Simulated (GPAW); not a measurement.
Entries from a set of simulations; values are calculated unless marked as measured.

```cif
data_sno
_symmetry_space_group_name_H-M 'P4/nmm:1'
_symmetry_Int_Tables_number 129
_cell_length_a 3.7986
_cell_length_b 3.7986
_cell_length_c 4.8408
_cell_angle_alpha 90.000
_cell_angle_beta 90.000
_cell_angle_gamma 90.000
_cell_volume 69.85
loop_
_atom_site_label
_atom_site_type_symbol
_atom_site_symmetry_multiplicity
_atom_site_Wyckoff_symbol
_atom_site_fract_x
_atom_site_fract_y
_atom_site_fract_z
_atom_site_occupancy
Sn1 Sn 2 c 0.50000 0.00000 0.23690 1
O1 O 2 a 0.00000 0.00000 0.00000 1
_calc_subject 'SnO (Romarchite): one start, several treatments of the self-energy'
_calc_method 'DFT, LDA, plane waves, PAW (and 3 further levels or steps)'
_calc_program 'GPAW 26.7.0'
_calc_settings_of_one_run 'cutoff 600 eV, GPAW PAW setups 1.2.1 data release, 4×4×4 k-mesh, nbands 636'
_calc_cost '4 runs, 37 min in all on 8 MPI ranks of Intel Xeon Platinum 8259CL at 2.50GHz (Skylake/Cascade Lake), shared host (the runs of this entry)'
_calc_notes 'The cell and positions come from the Crystallography Open Database and are kept as given unless a step says otherwise. Limits: no spin-orbit coupling. Bands and cutoff are finite, so the gap is not at the basis limit. The miss can reach some tenths of an eV and take either sign; the mesh is an error of its own. The program warns of a poor linear fit in the extrapolation of some level, so the extrapolated values are rough. The 4×4×4 mesh is coarse for this cell, which bears on the long-range parts of exchange and screening.'
_calc_one_shot_hse06 '0.565 eV'
_calc_g0w0_extrapolated_in_the_cutoff '0.458 eV'
_calc_one_shot_hartree_fock '4.289 eV'
_calc_known_limits 'not at the basis limit; no spin-orbit coupling; coarse k mesh'
```

[Paths, hosts, dates, memory and timing lines, banners, echoed tables and standing remarks are left out of the program output.]

[Logs are printed without paths, hosts, clocks, repeated set-up lines and the standing remarks that a program may print on its own settings, such as how far it seeks lower states.]

[Runs of the session that timed out or met a known fault of the program may be left out.]

[Hosts, paths, dates, database ids (printed as entryN), source tags and the programs' standing remarks are cut or masked in the printed files.]
